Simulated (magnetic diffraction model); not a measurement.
# Li₂MnCl₅: what an assumed order does to the neutron pattern

Space group P2_1/c (no. 14), a = 12.8300 Å, b = 6.5980 Å, c = 9.2680 Å, β = 109.03°.

```csv
site,atom,x,y,z
4e,Mn,0.1481,0.2564,0.7877
4e,Cl,0.0329,0.5786,0.8364
4e,Cl,0.1426,0.4111,0.5311
4e,Cl,0.2407,0.9250,0.7646
4e,Cl,0.3024,0.4218,0.9163
4e,Cl,0.4511,0.6439,0.6266
4e,Li,0.2570,0.7389,0.5336
4e,Li,0.5200,0.3044,0.6257
```

This is a made-up structure (elements placed in a structure type, unrelaxed), so the numbers test the method and describe no known phase.

Only Mn is taken to order (form factors of Mn3+); orders and moment sizes are assumed, and not adapted to the symmetry. Radiation: neutrons of λ = 1.909 Å, 5° to 30°; isotropic B of 0.3 Å² (Mn), 0.35 Å² (Cl) and 0.53 Å² (Li). The intensities are simulated: I ∝ L Σ (|F_N|² + |F_M⊥|²) for unpolarised neutrons, with F_M = 2.695 fm/μB × Σ f(s) S exp(2πi Q·r) exp(−B s²) at Q = H ± k (one set where k and −k are equivalent), only the part normal to Q counting and L = 1/(sin²θ cos θ). For collinear order S is the moment m, which repeats by lattice and centring translations R with the sign exp(−2πi k·R). Form factors are spin-only for 3d ions and dipole or tabulated for f ions, scattering lengths are Sears's of 1992, and absorption is left out. A label names one of the reflections at its angle. The strongest nuclear line in the range is 100, and lines under 0.2 are left out.

Assume the order k = (0 0 0), collinear moments along [001], 3.52 μB on Mn; signs + at (0.1481, 0.2564, 0.7877), − at (0.1481, 0.2436, 0.2877), − at (0.8519, 0.7564, 0.7123), + at (0.8519, 0.7436, 0.2123).

Q: Where does magnetic intensity appear, and how strong is it?

```csv
2θ (°),index,nuclear,magnetic
9.03,(1 0 0),100.0,0.0
12.51,(0 0 1),0.0,2.2
12.82,(1 0 -1),0.0,21.8
16.64,(0 1 0),0.0,0.3
17.69,(1 0 1),0.0,83.3
18.11,(2 0 0),4.6,0.0
18.36,(2 0 -1),0.0,95.7
18.96,(1 1 0),0.1,0.2
20.87,(0 1 1),1.6,157.5
21.06,(1 1 -1),2.7,97.3
23.79,(1 0 -2),15.2,0.0
24.38,(1 1 1),0.1,20.1
24.88,(2 1 -1),0.6,0.4
25.17,(0 0 2),1.5,0.0
25.26,(2 0 1),0.0,45.9
25.81,(2 0 -2),0.9,0.0
26.06,(3 0 -1),0.0,17.8
27.31,(3 0 0),21.6,0.0
29.17,(1 1 -2),3.6,0.1
29.51,(1 0 2),30.6,0.0
```

The strongest magnetic line in the range is (0 1 1) at 20.87° (157.5). On top of the Lorentz factor, which all lines share, magnetic lines fade with angle because f falls: for Mn3+ it is 0.91, 0.70, 0.46 and 0.14 at sin θ/λ = 0.1, 0.2, 0.3 and 0.5 Å⁻¹, while nuclear lengths stay constant. The order has no net moment.

[Logs are printed without paths, hosts, clocks, repeated set-up lines and the standing remarks that a program may print on its own settings, such as how far it seeks lower states.]
